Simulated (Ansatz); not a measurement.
The compound is KCoF3 (cubic perovskite) (Pm-3m).

```
K Co F
1.0
     0.00000   -3.85523    0.00000
     0.00000    0.00000    3.85523
    -3.85523    0.00000    0.00000
K Co F
1 1 3
Direct
  0.00000 0.00000 0.00000
  0.50000 0.50000 0.50000
  0.50000 0.50000 0.00000
  0.50000 0.00000 0.50000
  0.00000 0.50000 0.50000
```

The structure was relaxed with LDA. The structure type comes from a generator and need not be one that this composition takes. The structure was generated from a model, not taken from a measurement. The runs that relaxed it are not among those shown. The program's search for lower electronic states was switched off, so nothing shows that the state found is the lowest. PAW set soft_2, made with PBE.

A constrained-RPA run (Ansatz 0.2.0; non-magnetic LDA; Co d + anion p, bands v13 to c1, 4×4×4 mesh, medium accuracy) builds 14 functions on bands 11 eV wide, with 25.0 electrons in the window. The bare on-site interaction is 25.2 eV and the bare J 0.88 eV.

What U and J survive the screening?

On the Co d shell, U = 10.87 eV (43 % of the bare value), U′ = 9.40 eV, J = 0.74 eV.

The parent state is non-magnetic and the interaction static (zero frequency); U depends on the window and the orbitals, so it belongs to this model alone. A window that holds the anion p bands defines a model with explicit ligands; its U belongs to that model and is not the U of DFT+U.

[Paths, hosts, dates, memory and timing lines, banners, echoed tables and standing remarks are left out of the program output.]

[Logs are printed without paths, hosts, clocks, repeated set-up lines and the standing remarks that a program may print on its own settings, such as how far it seeks lower states.]

[Runs of the session that timed out or met a known fault of the program may be left out.]

[Hosts, paths, dates, database ids (printed as entryN), source tags and the programs' standing remarks are cut or masked in the printed files.]
